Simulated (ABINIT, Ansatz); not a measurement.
# SnSe2 (Fm-3m): zone-centre phonons, part 2 of 2

Aim: the zone-centre modes of SnSe2 (Fm-3m).

ABINIT 10.8.3; DFT LDA, scalar-relativistic, plane waves, PseudoDojo norm-conserving pseudopotentials.

So far. Step 3 (Self-consistent run for the response): The cell stands at -0.38 GPa: the relaxation ran with a smoothed and higher cutoff, and the difference is a stress of the finite basis. Step 4 (Linear response at Γ): The acoustic modes at Γ come out as far as 2.6 cm⁻¹ from zero, where they should vanish, a small numerical error. The relaxed cell has a = 6.741 Å (conventional setting).

The structure was built from a prototype and need not be the compound's stable phase.

## Step 5: Modes with the sum rule

anaddb reads the merged derivatives and imposes the acoustic sum rule.

anaddb.abi

```
ddb_filepath "gamma_DDB"
output_file "anaddb.abo"
outdata_prefix "anaddb"
asr 1
chneut 1
enunit 2
eivec 1
nph1l 1
qph1l 0.0 0.0 0.0 1.0
```

mrgddb.in

```
gamma_DDB
merged
2
dfpt_gammao_DDB
gso_DDB
```

Run with:

```sh
> mrgddb < mrgddb.in > mrgddb.log
> OMP_NUM_THREADS=1 anaddb anaddb.abi > anaddb.log
```

anaddb.abo, the main output file:

```text
-outvars_anaddb: echo values of input variables ----------------------

 Miscellaneous information :
      enunit         2
       eivec         1
         asr         1
 First list of wavevector (reduced coord.) :
       nph1l         1
       qph1l
                     0.00000000E+00  0.00000000E+00  0.00000000E+00    1.000E+00

================================================================================

 read the DDB information and perform some checks

  ==== Info on the Cryst% object ====
 Real(R)+Recip(G) space primitive vectors, cartesian coordinates (Bohr,Bohr^-1):
 R(1)=  0.0000000  6.3692127  6.3692127  G(1)= -0.0785026  0.0785026  0.0785026
 R(2)=  6.3692127  0.0000000  6.3692127  G(2)=  0.0785026 -0.0785026  0.0785026
 R(3)=  6.3692127  6.3692127  0.0000000  G(3)=  0.0785026  0.0785026 -0.0785026
 Unit cell volume ucvol=  5.1675806E+02 bohr^3
 Angles (23,13,12)=  6.00000000E+01  6.00000000E+01  6.00000000E+01 degrees
 Time-reversal symmetry is present
 Reduced atomic positions [iatom, xred, symbol]:
    1)    0.0000000  0.0000000  0.0000000  Sn
    2)    0.2500000  0.2500000  0.2500000  Se
    3)    0.7500000  0.7500000  0.7500000  Se

 DDB file with 3 blocks has been read.

================================================================================

 Treat the first list of vectors

  Phonon wavevector (reduced coordinates) :  0.00000  0.00000  0.00000
 Phonon energies in Hartree :
   0.000000E+00  0.000000E+00  0.000000E+00  4.154402E-04  4.154402E-04
   4.154402E-04  4.798771E-04  4.798771E-04  4.798771E-04
 Phonon energies in meV     :
-  0.000000E+00  0.000000E+00  0.000000E+00  1.130470E+01  1.130470E+01
-  1.130470E+01  1.305812E+01  1.305812E+01  1.305812E+01
 Phonon frequencies in cm-1    :
-  0.000000E+00  0.000000E+00  0.000000E+00  9.117859E+01  9.117859E+01
-  9.117859E+01  1.053209E+02  1.053209E+02  1.053209E+02
 Phonon frequencies in Thz     :
-  0.000000E+00  0.000000E+00  0.000000E+00  2.733465E+00  2.733465E+00
-  2.733465E+00  3.157440E+00  3.157440E+00  3.157440E+00
 Phonon energies in Kelvin  :
-  0.000000E+00  0.000000E+00  0.000000E+00  1.311856E+02  1.311856E+02
-  1.311856E+02  1.515332E+02  1.515332E+02  1.515332E+02

 Eigendisplacements
 (will be given, for each mode : in cartesian coordinates
   for each atom the real part of the displacement vector,
   then the imaginary part of the displacement vector - absolute values smaller than 1.0d-7 are set to zero)
  Mode number    1   Energy    0.000000E+00
 Attention : low frequency mode.
   (Could be unstable or acoustic mode)
-  1  0.00000000E+00  0.00000000E+00 -1.40818772E-03
-     0.00000000E+00  0.00000000E+00  0.00000000E+00
-  2  0.00000000E+00  0.00000000E+00 -1.40824315E-03
-     0.00000000E+00  0.00000000E+00  0.00000000E+00
-  3  0.00000000E+00  0.00000000E+00 -1.40824315E-03
-     0.00000000E+00  0.00000000E+00  0.00000000E+00
  Mode number    2   Energy    0.000000E+00
 Attention : low frequency mode.
   (Could be unstable or acoustic mode)
-  1  0.00000000E+00  1.40818772E-03  0.00000000E+00
-     0.00000000E+00  0.00000000E+00  0.00000000E+00
-  2  0.00000000E+00  1.40824315E-03  0.00000000E+00
-     0.00000000E+00  0.00000000E+00  0.00000000E+00
-  3  0.00000000E+00  1.40824315E-03  0.00000000E+00
-     0.00000000E+00  0.00000000E+00  0.00000000E+00
  Mode number    3   Energy    0.000000E+00
 Attention : low frequency mode.
   (Could be unstable or acoustic mode)
-  1  1.40818772E-03  0.00000000E+00  0.00000000E+00
-     0.00000000E+00  0.00000000E+00  0.00000000E+00
-  2  1.40824315E-03  0.00000000E+00  0.00000000E+00
-     0.00000000E+00  0.00000000E+00  0.00000000E+00
-  3  1.40824315E-03  0.00000000E+00  0.00000000E+00
-     0.00000000E+00  0.00000000E+00  0.00000000E+00
  Mode number    4   Energy    4.154402E-04
-  1  0.00000000E+00  0.00000000E+00 -1.62424883E-03
-     0.00000000E+00  0.00000000E+00  0.00000000E+00
-  2  0.00000000E+00  0.00000000E+00  1.22091558E-03
-     0.00000000E+00  0.00000000E+00  0.00000000E+00
-  3  0.00000000E+00  0.00000000E+00  1.22091558E-03
-     0.00000000E+00  0.00000000E+00  0.00000000E+00
  Mode number    5   Energy    4.154402E-04
-  1  0.00000000E+00 -1.62424883E-03  0.00000000E+00
-     0.00000000E+00  0.00000000E+00  0.00000000E+00
-  2  0.00000000E+00  1.22091558E-03  0.00000000E+00
-     0.00000000E+00  0.00000000E+00  0.00000000E+00
-  3  0.00000000E+00  1.22091558E-03  0.00000000E+00
-     0.00000000E+00  0.00000000E+00  0.00000000E+00
  Mode number    6   Energy    4.154402E-04
-  1  1.62424883E-03  0.00000000E+00  0.00000000E+00
-     0.00000000E+00  0.00000000E+00  0.00000000E+00
-  2 -1.22091558E-03  0.00000000E+00  0.00000000E+00
-     0.00000000E+00  0.00000000E+00  0.00000000E+00
-  3 -1.22091558E-03  0.00000000E+00  0.00000000E+00
-     0.00000000E+00  0.00000000E+00  0.00000000E+00
  Mode number    7   Energy    4.798771E-04
-  1  0.00000000E+00  0.00000000E+00  0.00000000E+00
-     0.00000000E+00  0.00000000E+00  0.00000000E+00
-  2  0.00000000E+00  0.00000000E+00 -1.86380890E-03
-     0.00000000E+00  0.00000000E+00  0.00000000E+00
-  3  0.00000000E+00  0.00000000E+00  1.86380890E-03
-     0.00000000E+00  0.00000000E+00  0.00000000E+00
  Mode number    8   Energy    4.798771E-04
-  1  0.00000000E+00  0.00000000E+00  0.00000000E+00
-     0.00000000E+00  0.00000000E+00  0.00000000E+00
-  2  0.00000000E+00  1.86380890E-03  0.00000000E+00
-     0.00000000E+00  0.00000000E+00  0.00000000E+00
-  3  0.00000000E+00 -1.86380890E-03  0.00000000E+00
-     0.00000000E+00  0.00000000E+00  0.00000000E+00
  Mode number    9   Energy    4.798771E-04
-  1  0.00000000E+00  0.00000000E+00  0.00000000E+00
-     0.00000000E+00  0.00000000E+00  0.00000000E+00
-  2  1.86380890E-03  0.00000000E+00  0.00000000E+00
-     0.00000000E+00  0.00000000E+00  0.00000000E+00
-  3 -1.86380890E-03  0.00000000E+00  0.00000000E+00
-     0.00000000E+00  0.00000000E+00  0.00000000E+00

 Analysis of degeneracies and characters (maximum tolerance=1.00E-06 a.u.)
 For each vibration mode, or group of modes if degenerate,
 the characters are given for each symmetry operation (see the list in the log file).
 Symmetry characters of vibration mode #   1
       degenerate with vibration modes #   2 to    3
  3.0 -3.0 -1.0  1.0 -1.0  1.0 -1.0  1.0  1.0 -1.0 -1.0  1.0  1.0 -1.0 -1.0  1.0
 -0.0  0.0 -0.0  0.0 -0.0  0.0  0.0 -0.0  1.0 -1.0 -1.0  1.0 -1.0  1.0  1.0 -1.0
  0.0 -0.0 -0.0  0.0  0.0 -0.0 -0.0  0.0  1.0 -1.0  1.0 -1.0 -1.0  1.0 -1.0  1.0
 Symmetry characters of vibration mode #   4
       degenerate with vibration modes #   5 to    6
  3.0 -3.0 -1.0  1.0 -1.0  1.0 -1.0  1.0  1.0 -1.0 -1.0  1.0  1.0 -1.0 -1.0  1.0
 -0.0  0.0  0.0 -0.0  0.0 -0.0  0.0 -0.0  1.0 -1.0 -1.0  1.0 -1.0  1.0  1.0 -1.0
 -0.0  0.0 -0.0  0.0 -0.0  0.0  0.0 -0.0  1.0 -1.0  1.0 -1.0 -1.0  1.0 -1.0  1.0
 Symmetry characters of vibration mode #   7
       degenerate with vibration modes #   8 to    9
  3.0  3.0 -1.0 -1.0 -1.0 -1.0 -1.0 -1.0  1.0  1.0 -1.0 -1.0  1.0  1.0 -1.0 -1.0
  0.0  0.0  0.0  0.0 -0.0 -0.0 -0.0 -0.0  1.0  1.0 -1.0 -1.0 -1.0 -1.0  1.0  1.0
  0.0  0.0 -0.0 -0.0  0.0  0.0  0.0  0.0  1.0  1.0  1.0  1.0 -1.0 -1.0 -1.0 -1.0
-
```

The job ended after 0.66 s (1 thread of Intel Xeon Platinum 8488C (Sapphire Rapids), shared host).

Read from the output:

- highest optical zone-centre mode (no LO-TO term): 105.3 cm⁻¹
- lowest optical zone-centre mode: 91.18 cm⁻¹

No LO-TO term; unit eigenvectors of the mass-weighted matrix, from anaddb's displacements. The modes at Γ (shares of kinetic energy by element, %):

```csv
mode,frequency (cm⁻¹),symmetry,Sn %,Se %
1,0.0,acoustic,43,57
2,0.0,acoustic,43,57
3,0.0,acoustic,43,57
4,91.2,T1u,57,43
5,91.2,T1u,57,43
6,91.2,T1u,57,43
7,105.3,T2g,0,100
8,105.3,T2g,0,100
9,105.3,T2g,0,100
```

Displacements in mode 5 (91.2 cm⁻¹), the largest set to 1:
```
Sn1  0.00 -1.00  0.00
Se2  0.00  0.75  0.00
Se3  0.00  0.75  0.00
```

Displacements in mode 8 (105.3 cm⁻¹), the largest set to 1:
```
Sn1  0.00  0.00  0.00
Se2  0.00  1.00  0.00
Se3  0.00 -1.00  0.00
```

The rule moves no optical mode by more than 0.1 cm⁻¹.

## Step 6: Summary of results

* space group after relaxation: Fm-3m
* volume per atom: 25.5 Å³
* highest optical zone-centre mode (no LO-TO term): 105.3 cm⁻¹
* lowest optical zone-centre mode: 91.2 cm⁻¹
* imaginary optical modes at the zone centre (no q mesh in this session): none

In words: At the LDA level the optical modes of SnSe2 (Fm-3m) at the zone centre run from 91 to 105 cm⁻¹. The base run prints -0.38 GPa, mostly the error of a finite basis; the relaxation, with a smoothed and higher cutoff, had brought the cell to rest. These are harmonic frequencies: anharmonic shifts and widths and the lattice's thermal expansion are left out. The Fermi-Dirac smearing of 0.01 Ha is an electronic temperature of 3158 K, which adds a pressure of its own and can shift the volume and soft modes. In a metal the frequencies hang on the k mesh and the smearing, most of all near Kohn anomalies. The structure is a hypothetical one, built on a prototype.

[Host names and launcher messages were left out of these logs when they were recorded.]

[Logs are printed without paths, hosts, clocks, repeated set-up lines and the standing remarks that a program may print on its own settings, such as how far it seeks lower states.]

[Hosts, paths, dates, database ids (printed as entryN), source tags and the programs' standing remarks are cut or masked in the printed files.]
